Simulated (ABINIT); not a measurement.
# Li3TeCl (Pm-3m): zone-centre phonons

Aim: the zone-centre modes of Li3TeCl (Pm-3m).

Program: ABINIT 10.8.3. Level of theory: DFT PBEsol, scalar-relativistic, plane waves, PseudoDojo norm-conserving pseudopotentials. Results are calculated unless marked as measured.

The structure was built from a prototype and need not be the compound's stable phase.

## (1) Set-up

It takes space group Pm-3m (No. 221, cubic). The conventional cell has a = 5.643 Å, b = 5.643 Å, c = 5.643 Å, α = 90.00°, β = 90.00°, γ = 90.00°. Cl has 12 Li at 3.99 Å nearest. Nearest to Te lie 6 Li at 2.82 Å. Nearest to Li lie 2 Te at 2.82 Å. Farther neighbours and most contacts between anions are not listed.

## (2) A first look

A first run with smearing and empty bands tells whether the crystal has a gap, which decides between fixed occupations and smearing later on.

probe.abi reads:

```
# ground state
tolvrs 1.0d-08
prtden 1
prtwf 1

# basis, mesh and filling
ecut 34.0
ngkpt 4 4 4
nshiftk 1
shiftk 0.0 0.0 0.0
istwfk *1
occopt 7
tsmear 0.005
nband 24
nstep 100
diemac 9.0
prtebands 0
prtgsr 0
useylm 1

# cell and atoms
acell 3*1.0 Angstrom
rprim 
    5.643 0.0 0.0
    0.0 5.643 0.0
    0.0 0.0 5.643
ntypat 3
znucl 17 52 3
natom 5
typat 1 2 3 3 3
xred 
    0.0 0.0 0.0
    0.5 0.5 0.5
    0.5 0.5 0.0
    0.5 0.0 0.5
    0.0 0.5 0.5
pp_dirpath "./pseudo"
pseudos "Cl.upf, Te.upf, Li.upf"
```

The run is started by

```console
$ OMP_NUM_THREADS=1 mpirun -n 4 abinit probe.abi > probe.log
```

Numbers of over 12 decimals in the logs are rounded to 6 here.

probe.abo, the main output file:

```text
[banners, grids, parts of the stress and lines that vanish by symmetry left out]
- input  file    -> probe.abi
- output file    -> probe.abo
- root for input  files -> probei
[...]
Symmetries : space group Pm -3 m (#221); Bravais cP (primitive cubic)
[...]
mpw =       11536          nfft =      216000          nkpt =          10
[...]
== DATASET  1 ==================================================================
[...]
cutoff_energies: {ecut:  34.0, pawecutdg:  -1.0, }
[...]
ETOT  1  -142.21228235886    -1.422E+02 7.038E-01 2.490E+02
 ETOT  2  -142.65509731037    -4.428E-01 4.421E-02 3.860E+01
 ETOT  3  -142.66034993072    -5.253E-03 4.742E-03 1.038E+01
 ETOT  4  -142.66121937819    -8.694E-04 1.091E-03 3.612E-01
 ETOT  5  -142.66122740629    -8.028E-06 3.656E-04 3.811E-02
[...]
ETOT  9  -142.66122828031    -9.200E-11 2.685E-05 7.270E-08
 ETOT 10  -142.66122828032    -1.339E-11 8.895E-06 2.190E-09
 At SCF step   10       vres2   =  2.19E-09 < tolvrs=  1.00E-08 =>converged.
[...]
sigma(1 1)=  1.07599596E-04  sigma(3 2)=  0.00000000E+00
  sigma(2 2)=  1.07599596E-04  sigma(3 1)=  0.00000000E+00
  sigma(3 3)=  1.07599596E-04  sigma(2 1)=  0.00000000E+00
[...]
convergence: {deltae: -1.339E-11, res2:  2.190E-09, residm:  8.895E-06, diffor: null, }
etotal    :  -1.42661228E+02
[...]
sigma(1 1)=  1.07599596E-04  sigma(3 2)=  0.00000000E+00
  sigma(2 2)=  1.07599596E-04  sigma(3 1)=  0.00000000E+00
  sigma(3 3)=  1.07599596E-04  sigma(2 1)=  0.00000000E+00
[...]
- sigma(1 1)=  3.16568941E+00  sigma(3 2)=  0.00000000E+00
- sigma(2 2)=  3.16568941E+00  sigma(3 1)=  0.00000000E+00
- sigma(3 3)=  3.16568941E+00  sigma(2 1)=  0.00000000E+00
[...]
fcart     -0.0000000000E+00 -0.0000000000E+00 -0.0000000000E+00
           strten      1.0759959619E-04  1.0759959619E-04  1.0759959619E-04
================================================================================

[key lines of the parts left out:]
pressure_GPa:  -3.1657E+00
```

It took 29 s on 4 MPI ranks of Arm Neoverse V2, shared host.

Numbers from this step:

* volume per atom: 35.94 Å³
* pressure: -3.166 GPa
* gap on the k-mesh: 2.794 eV

A gap of 2.8 eV opens on this mesh, so the crystal is taken as an insulator; the printed pressure holds the stress of the finite basis too.

## (3) Rough relaxation

The typed start is rough, so a first relaxation with smearing and loose thresholds takes it towards rest cheaply.

prerelax.abi reads:

```
# relaxation
ionmov 2
optcell 2
dilatmx 1.15
chkdilatmx 0
ntime 40
tolmxf 3.0d-04
tolvrs 1.0d-10
prtwf 0
prtden 0
chksymtnons 0

# basis, mesh and filling
ecut 34.0
ecutsm 3.0
ngkpt 4 4 4
nshiftk 1
shiftk 0.0 0.0 0.0
istwfk *1
occopt 7
tsmear 0.005
nband 24
nstep 100
diemac 9.0
prtebands 0
prtgsr 0
useylm 1

# cell and atoms
acell 3*1.0 Angstrom
rprim 
    5.643 0.0 0.0
    0.0 5.643 0.0
    0.0 0.0 5.643
ntypat 3
znucl 17 52 3
natom 5
typat 1 2 3 3 3
xred 
    0.0 0.0 0.0
    0.5 0.5 0.5
    0.5 0.5 0.0
    0.5 0.0 0.5
    0.0 0.5 0.5
pp_dirpath "./pseudo"
pseudos "Cl.upf, Te.upf, Li.upf"
```

The run is started by

```console
$ OMP_NUM_THREADS=1 mpirun -n 4 abinit prerelax.abi > prerelax.log
```

prerelax.abo, the main output file:

```text
[banners, grids, parts of the stress and lines that vanish by symmetry left out]
- input  file    -> prerelax.abi
- output file    -> prerelax.abo
- root for input  files -> prerelaxi
[...]
Symmetries : space group Pm -3 m (#221); Bravais cP (primitive cubic)
[...]
mpw =       17592          nfft =      373248          nkpt =          10
[...]
== DATASET  1 ==================================================================
[...]
cutoff_energies: {ecut:  34.0, pawecutdg:  -1.0, }
[...]
ETOT  1  -142.25370145090    -1.423E+02 7.416E-01 4.998E+02
 ETOT  2  -142.64881406994    -3.951E-01 5.704E-03 1.328E+02
 ETOT  3  -142.65961284229    -1.080E-02 8.957E-04 1.585E+01
 ETOT  4  -142.66037555126    -7.627E-04 7.580E-04 6.351E-01
 ETOT  5  -142.66038740467    -1.185E-05 1.422E-03 1.164E-01
[...]
At SCF step   11       vres2   =  9.76E-11 < tolvrs=  1.00E-10 =>converged.
[...]
ETOT 10  -142.67959195212    -2.228E-11 2.192E-05 6.702E-11
 At SCF step   10       vres2   =  6.70E-11 < tolvrs=  1.00E-10 =>converged.
[...]
sigma(1 1)= -2.52494355E-07  sigma(3 2)=  0.00000000E+00
  sigma(2 2)= -2.52494355E-07  sigma(3 1)=  0.00000000E+00
  sigma(3 3)= -2.52494355E-07  sigma(2 1)=  0.00000000E+00
[...]
convergence: {deltae: -2.228E-11, res2:  6.702E-11, residm:  2.192E-05, diffor: null, }
etotal    :  -1.42679592E+02
[...]
At Broyd/MD step   6, gradients are converged :
[...]
sigma(1 1)= -2.52494355E-07  sigma(3 2)=  0.00000000E+00
  sigma(2 2)= -2.52494355E-07  sigma(3 1)=  0.00000000E+00
  sigma(3 3)= -2.52494355E-07  sigma(2 1)=  0.00000000E+00
[...]
- sigma(1 1)= -7.42864040E-03  sigma(3 2)=  0.00000000E+00
- sigma(2 2)= -7.42864040E-03  sigma(3 1)=  0.00000000E+00
- sigma(3 3)= -7.42864040E-03  sigma(2 1)=  0.00000000E+00
[...]
fcart     -0.0000000000E+00 -0.0000000000E+00 -0.0000000000E+00
           strten     -2.5249435501E-07 -2.5249435500E-07 -2.5249435500E-07
================================================================================

[key lines of the parts left out:]
pressure_GPa:   7.4286E-03
Total energy (etotal) [Ha]= -1.42679591952123E+02
```

Elapsed: 5 min, on 4 MPI ranks; 20 min of CPU time.

The steps of the relaxation:

```
step  energy less that of the first step (eV)  largest force (eV/Å)  volume (Å³)
   1                                   0.0000                0.0000       179.69
   2                                  -0.0304                0.0000       178.05
   3                                  -0.3710                0.0000       118.54
   4                                  -0.5069                0.0000       141.66
   5                                  -0.5222                0.0000       136.30
   6                                  -0.5225                0.0000       135.34
```

```
conventional cell, symmetrised  before  after   change
                         a (Å)   5.643  5.134   -9.0 %
                         b (Å)   5.643  5.134   -9.0 %
                         c (Å)   5.643  5.134   -9.0 %
              volume (Å³/atom)   35.94  27.07  -24.7 %
```

The relaxed structure:

```xyz
5
Lattice="5.1342 0.0000 0.0000 0.0000 5.1342 0.0000 0.0000 0.0000 5.1342" Properties=species:S:1:pos:R:3 pbc="T T T"
Cl    0.0000    0.0000    0.0000
Te    2.5671    2.5671    2.5671
Li    2.5671    2.5671    0.0000
Li    2.5671    0.0000    2.5671
Li    0.0000    2.5671    2.5671
```

This step gave:

| Property | Result |
| --- | --- |
| volume per atom | 27.07 Å³ |
| pressure | 0.007429 GPa |
| gap on the k-mesh | 3.357 eV |

The volume changes by -24.7 % in this run and stands -24.7 % from the first cell.

## (4) Rough relaxation

The cell changed much, so the rough relaxation is repeated on a basis made for the new cell.

prerelax.abi: that of step 3 with these lines changed.

```diff
@@ -31,5 +31,5 @@
 rprim 
-    5.643 0.0 0.0
-    0.0 5.643 0.0
-    0.0 0.0 5.643
+    5.134181377 0.0 0.0
+    0.0 5.134181377 0.0
+    0.0 0.0 5.134181377
 ntypat 3
```

prerelax.abo, the main output file:

```text
[banners, grids, parts of the stress and lines that vanish by symmetry left out]
- input  file    -> prerelax.abi
- output file    -> prerelax.abo
- root for input  files -> prerelaxi
[...]
Symmetries : space group Pm -3 m (#221); Bravais cP (primitive cubic)
[...]
mpw =       13205          nfft =      216000          nkpt =          10
[...]
== DATASET  1 ==================================================================
[...]
cutoff_energies: {ecut:  34.0, pawecutdg:  -1.0, }
[...]
ETOT  1  -142.54239565269    -1.425E+02 5.010E-01 1.817E+02
 ETOT  2  -142.67497217057    -1.326E-01 3.391E-03 4.118E+01
 ETOT  3  -142.67928855953    -4.316E-03 4.305E-03 2.785E+00
 ETOT  4  -142.67958384960    -2.953E-04 6.337E-04 9.897E-02
 ETOT  5  -142.67959166325    -7.814E-06 1.817E-03 3.142E-03
[...]
ETOT 10  -142.67959181435    -6.338E-12 3.710E-05 8.579E-10
 ETOT 11  -142.67959181435     1.933E-12 6.851E-06 4.470E-12
 At SCF step   11       vres2   =  4.47E-12 < tolvrs=  1.00E-10 =>converged.
[...]
sigma(1 1)= -2.51983631E-07  sigma(3 2)=  0.00000000E+00
  sigma(2 2)= -2.51983631E-07  sigma(3 1)=  0.00000000E+00
  sigma(3 3)= -2.51983631E-07  sigma(2 1)=  0.00000000E+00
[...]
convergence: {deltae:  1.933E-12, res2:  4.470E-12, residm:  6.851E-06, diffor: null, }
etotal    :  -1.42679592E+02
[...]
At Broyd/MD step   1, gradients are converged :
[...]
sigma(1 1)= -2.51983631E-07  sigma(3 2)=  0.00000000E+00
  sigma(2 2)= -2.51983631E-07  sigma(3 1)=  0.00000000E+00
  sigma(3 3)= -2.51983631E-07  sigma(2 1)=  0.00000000E+00
[...]
- sigma(1 1)= -7.41361437E-03  sigma(3 2)=  0.00000000E+00
- sigma(2 2)= -7.41361437E-03  sigma(3 1)=  0.00000000E+00
- sigma(3 3)= -7.41361437E-03  sigma(2 1)=  0.00000000E+00
[...]
fcart     -0.0000000000E+00 -0.0000000000E+00 -0.0000000000E+00
           strten     -2.5198363064E-07 -2.5198363064E-07 -2.5198363064E-07
================================================================================

[key lines of the parts left out:]
pressure_GPa:   7.4136E-03
Total energy (etotal) [Ha]= -1.42679591814350E+02
```

Wall time 33 s (4 MPI ranks); 2.2 min of CPU time.

Little changed from the start: no atom moved by 0.005 Å and no cell edge by 0.1 %.

This step gave:

```
pressure : 0.007414 GPa
```

The volume changes by +0.0 % in this run and stands -24.7 % from the first cell.

## (5) Relaxing the cell and atoms

The harmonic expansion needs vanishing forces, and a free crystal bears no stress, so cell and atoms are brought to rest. Stress is more sensitive to the basis than forces are: the last 3 Ha under the cutoff are smoothed with ecutsm, and the cutoff is raised above that of the later runs.

relax.abi reads:

```
# relaxation
ionmov 2
optcell 2
dilatmx 1.08
ntime 40
tolmxf 1.0d-05
tolvrs 1.0d-14
prtwf 0
prtden 0
chksymtnons 0

# basis, mesh and filling
ecut 42.0
ecutsm 3.0
ngkpt 4 4 4
nshiftk 1
shiftk 0.0 0.0 0.0
istwfk *1
occopt 1
nband 16
nstep 100
diemac 9.0
prtebands 0
prtgsr 0
useylm 1

# cell and atoms
acell 3*1.0 Angstrom
rprim 
    5.134181381 0.0 0.0
    0.0 5.134181381 0.0
    0.0 0.0 5.134181381
ntypat 3
znucl 17 52 3
natom 5
typat 1 2 3 3 3
xred 
    0.0 0.0 0.0
    0.5 0.5 0.5
    0.5 0.5 0.0
    0.5 0.0 0.5
    0.0 0.5 0.5
pp_dirpath "./pseudo"
pseudos "Cl.upf, Te.upf, Li.upf"
```

The run is started by

```console
$ OMP_NUM_THREADS=1 mpirun -n 4 abinit relax.abi > relax.log
```

relax.abo, the main output file:

```text
[banners, grids, parts of the stress and lines that vanish by symmetry left out]
- input  file    -> relax.abi
- output file    -> relax.abo
- root for input  files -> relaxi
[...]
Symmetries : space group Pm -3 m (#221); Bravais cP (primitive cubic)
[...]
mpw =       15036          nfft =      262144          nkpt =          10
[...]
== DATASET  1 ==================================================================
[...]
cutoff_energies: {ecut:  42.0, pawecutdg:  -1.0, }
[...]
ETOT  1  -141.20100186472    -1.412E+02 1.070E+00 2.564E+02
 ETOT  2  -142.62829853396    -1.427E+00 4.528E-04 6.079E+02
 ETOT  3  -142.66354272705    -3.524E-02 9.490E-05 2.132E+02
 ETOT  4  -142.67956582988    -1.602E-02 1.000E-04 1.638E+01
 ETOT  5  -142.68073182538    -1.166E-03 1.352E-05 8.619E-01
[...]
At SCF step   14       vres2   =  6.49E-15 < tolvrs=  1.00E-14 =>converged.
[...]
sigma(1 1)= -1.91374493E-07  sigma(3 2)=  0.00000000E+00
  sigma(2 2)= -1.91374493E-07  sigma(3 1)=  0.00000000E+00
  sigma(3 3)= -1.91374493E-07  sigma(2 1)=  0.00000000E+00
[...]
convergence: {deltae: -1.737E-11, res2:  6.495E-15, residm:  1.201E-18, diffor: null, }
etotal    :  -1.42680797E+02
[...]
ETOT  1  -142.68079659443    -1.427E+02 5.909E-14 2.741E-04
[...]
At SCF step    9       vres2   =  1.68E-15 < tolvrs=  1.00E-14 =>converged.
[...]
sigma(1 1)= -1.80475036E-07  sigma(3 2)=  0.00000000E+00
  sigma(2 2)= -1.80475036E-07  sigma(3 1)=  0.00000000E+00
  sigma(3 3)= -1.80475036E-07  sigma(2 1)=  0.00000000E+00
[...]
convergence: {deltae: -6.878E-12, res2:  1.680E-15, residm:  3.292E-20, diffor: null, }
etotal    :  -1.42680797E+02
[...]
ETOT  1  -142.68079256298    -1.427E+02 1.619E-11 7.526E-02
[...]
ETOT 10  -142.68079663241     3.405E-11 1.544E-19 5.979E-14
 ETOT 11  -142.68079663242    -4.519E-12 7.949E-20 2.305E-15
 At SCF step   11       vres2   =  2.30E-15 < tolvrs=  1.00E-14 =>converged.
[...]
sigma(1 1)= -1.61243241E-10  sigma(3 2)=  0.00000000E+00
  sigma(2 2)= -1.61243241E-10  sigma(3 1)=  0.00000000E+00
  sigma(3 3)= -1.61243238E-10  sigma(2 1)=  0.00000000E+00
[...]
convergence: {deltae: -4.519E-12, res2:  2.305E-15, residm:  7.949E-20, diffor: null, }
etotal    :  -1.42680797E+02
[...]
At Broyd/MD step   3, gradients are converged :
[...]
sigma(1 1)= -1.61243241E-10  sigma(3 2)=  0.00000000E+00
  sigma(2 2)= -1.61243241E-10  sigma(3 1)=  0.00000000E+00
  sigma(3 3)= -1.61243238E-10  sigma(2 1)=  0.00000000E+00
[...]
- sigma(1 1)= -4.74393995E-06  sigma(3 2)=  0.00000000E+00
- sigma(2 2)= -4.74393995E-06  sigma(3 1)=  0.00000000E+00
- sigma(3 3)= -4.74393983E-06  sigma(2 1)=  0.00000000E+00
[...]
fcart     -0.0000000000E+00 -0.0000000000E+00 -0.0000000000E+00
           strten     -1.6124324142E-10 -1.6124324142E-10 -1.6124323751E-10
================================================================================

[key lines of the parts left out:]
pressure_GPa:   4.7439E-06
Total energy (etotal) [Ha]= -1.42680796632419E+02
```

Run time: 63 s. Hardware: 4 MPI ranks; 4.2 min of CPU time.

Little changed from the start: no atom moved by 0.005 Å and no cell edge by 0.1 %.

Numbers from this step:

```
volume per atom : 27.08 Å³
pressure        : 4.74e-6 GPa
```

The volume changes by +0.0 % in this run and stands -24.7 % from the first cell.

## (6) Ground state

The response is built on these wavefunctions, so the potential is converged far more tightly than an energy would need.

gs.abi reads:

```
# ground state
tolvrs 1.0d-16
prtden 1
prtwf 1

# basis, mesh and filling
ecut 34.0
ngkpt 4 4 4
nshiftk 1
shiftk 0.0 0.0 0.0
istwfk *1
occopt 1
nband 16
nstep 100
diemac 9.0
prtebands 0
prtgsr 0
useylm 1

# cell and atoms
acell 3*1.0 Angstrom
rprim 
    5.134699086 0.0 0.0
    0.0 5.134699086 0.0
    0.0 0.0 5.134699086
ntypat 3
znucl 17 52 3
natom 5
typat 1 2 3 3 3
xred 
    0.0 0.0 0.0
    0.5 0.5 0.5
    0.5 0.5 0.0
    0.5 0.0 0.5
    0.0 0.5 0.5
pp_dirpath "./pseudo"
pseudos "Cl.upf, Te.upf, Li.upf"
```

The run is started by

```console
$ OMP_NUM_THREADS=1 mpirun -n 4 abinit gs.abi > gs.log
```

gs.abo, the main output file:

```text
[banners, grids, parts of the stress and lines that vanish by symmetry left out]
- input  file    -> gs.abi
- output file    -> gs.abo
- root for input  files -> gsi
[...]
Symmetries : space group Pm -3 m (#221); Bravais cP (primitive cubic)
[...]
mpw =        8709          nfft =      157464          nkpt =          10
[...]
== DATASET  1 ==================================================================
[...]
cutoff_energies: {ecut:  34.0, pawecutdg:  -1.0, }
[...]
ETOT  1  -141.00375180661    -1.410E+02 1.213E+00 1.816E+02
 ETOT  2  -142.61500464223    -1.611E+00 4.644E-03 4.517E+02
 ETOT  3  -142.65959722338    -4.459E-02 1.055E-04 1.555E+02
 ETOT  4  -142.67753442201    -1.794E-02 7.977E-05 2.222E+01
 ETOT  5  -142.68029859964    -2.764E-03 2.755E-05 1.045E+00
[...]
ETOT 14  -142.68043432837    -6.736E-12 4.653E-19 7.289E-15
 ETOT 15  -142.68043432837     3.638E-12 1.808E-20 7.138E-17
 At SCF step   15       vres2   =  7.14E-17 < tolvrs=  1.00E-16 =>converged.
[...]
sigma(1 1)=  7.88988815E-06  sigma(3 2)=  0.00000000E+00
  sigma(2 2)=  7.88988815E-06  sigma(3 1)=  0.00000000E+00
  sigma(3 3)=  7.88988815E-06  sigma(2 1)=  0.00000000E+00
[...]
convergence: {deltae:  3.638E-12, res2:  7.138E-17, residm:  1.808E-20, diffor: null, }
etotal    :  -1.42680434E+02
[...]
sigma(1 1)=  7.88988815E-06  sigma(3 2)=  0.00000000E+00
  sigma(2 2)=  7.88988815E-06  sigma(3 1)=  0.00000000E+00
  sigma(3 3)=  7.88988815E-06  sigma(2 1)=  0.00000000E+00
[...]
- sigma(1 1)=  2.32128523E-01  sigma(3 2)=  0.00000000E+00
- sigma(2 2)=  2.32128523E-01  sigma(3 1)=  0.00000000E+00
- sigma(3 3)=  2.32128523E-01  sigma(2 1)=  0.00000000E+00
[...]
fcart     -0.0000000000E+00 -0.0000000000E+00 -0.0000000000E+00
           strten      7.8898881464E-06  7.8898881464E-06  7.8898881464E-06
================================================================================

[key lines of the parts left out:]
pressure_GPa:  -2.3213E-01
```

It took 20 s on 4 MPI ranks; 81 s of CPU time.

Read from the output:

* pressure: -0.2321 GPa

The cell stands at -0.23 GPa: the relaxation ran with a smoothed and higher cutoff, and the difference is a stress of the finite basis.

## (7) Empty bands

Empty bands on the ground state's density check that the gap assumed so far is there in this cell.

gap.abi reads:

```
# empty bands on the ground state's density
iscf -2
getden_filepath "gso_DEN"
tolwfr 1.0d-12
nbdbuf 2
prtwf 0

# basis, mesh and filling
ecut 34.0
ngkpt 4 4 4
nshiftk 1
shiftk 0.0 0.0 0.0
istwfk *1
occopt 1
nband 20
nstep 100
diemac 9.0
prtebands 0
prtgsr 0
useylm 1

# cell and atoms
acell 3*1.0 Angstrom
rprim 
    5.134699086 0.0 0.0
    0.0 5.134699086 0.0
    0.0 0.0 5.134699086
ntypat 3
znucl 17 52 3
natom 5
typat 1 2 3 3 3
xred 
    0.0 0.0 0.0
    0.5 0.5 0.5
    0.5 0.5 0.0
    0.5 0.0 0.5
    0.0 0.5 0.5
pp_dirpath "./pseudo"
pseudos "Cl.upf, Te.upf, Li.upf"
```

The run is started by

```console
$ OMP_NUM_THREADS=1 mpirun -n 4 abinit gap.abi > gap.log
```

gap.abo, the main output file:

```text
[banners, grids, parts of the stress and lines that vanish by symmetry left out]
- input  file    -> gap.abi
- output file    -> gap.abo
- root for input  files -> gapi
[...]
Symmetries : space group Pm -3 m (#221); Bravais cP (primitive cubic)
[...]
mpw =        8709          nfft =      157464          nkpt =          10
[...]
== DATASET  1 ==================================================================
[...]
cutoff_energies: {ecut:  34.0, pawecutdg:  -1.0, }
[...]
-outvars: echo values of variables after computation
            acell      1.8897261259E+00  1.8897261259E+00  1.8897261259E+00 Bohr
================================================================================
```

The job ended after 13 s (4 MPI ranks; 51 s of CPU time).

In this cell the gap on the mesh is 3.4 eV, indirect (smallest direct 3.5 eV), so fixed occupations hold.

(Continued in part 2 of 2.)

[Host names and launcher messages were left out of these logs when they were recorded.]

[Logs are printed without paths, hosts, clocks, repeated set-up lines and the standing remarks that a program may print on its own settings, such as how far it seeks lower states.]

[Hosts, paths, dates, database ids (printed as entryN), source tags and the programs' standing remarks are cut or masked in the printed files.]
